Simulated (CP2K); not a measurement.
Two runs for the N K edge of isocyanoacetaldehyde. Run A: CP2K XAS_TDP, all-electron GAPW, PBEh(45%), aug-cc-pVDZ, TDA, no relativity. Run B differs in one setting.

First lines with a strength over 0.0015. A:

```
              atom  energy (eV)  states  strength, one atom
N2 (bonded to 2 C)       397.07       1              0.0390
                         397.10       1              0.0377
                         400.67       1              0.0103
                         400.81       1              0.0041
                         401.45       1              0.0041
```

B:

```
              atom  energy (eV)  states  strength, one atom
N2 (bonded to 2 C)       390.17       1              0.0064
                         390.33       1              0.0284
                         390.40       1              0.0241
                         391.71       1              0.0019
                         392.72       1              0.0018
```

Which was it: GW2X switched on, scalar relativity switched on, the functional, the basis?

The functional (functional from PBEh(45%) to PBE0; the lines alone don't name the new value). A functional moves all lines by electronvolts and changes their spacings and strengths. For N2 the rule picks another line of the list in the two runs, so no shift is given.

[Banner, clock and machine lines of the logs are left out without a mark of their own.]

[Logs are printed without paths, hosts, clocks, repeated set-up lines and the standing remarks that a program may print on its own settings, such as how far it seeks lower states.]

[Hosts, paths, dates, database ids (printed as entryN), source tags and the programs' standing remarks are cut or masked in the printed files.]
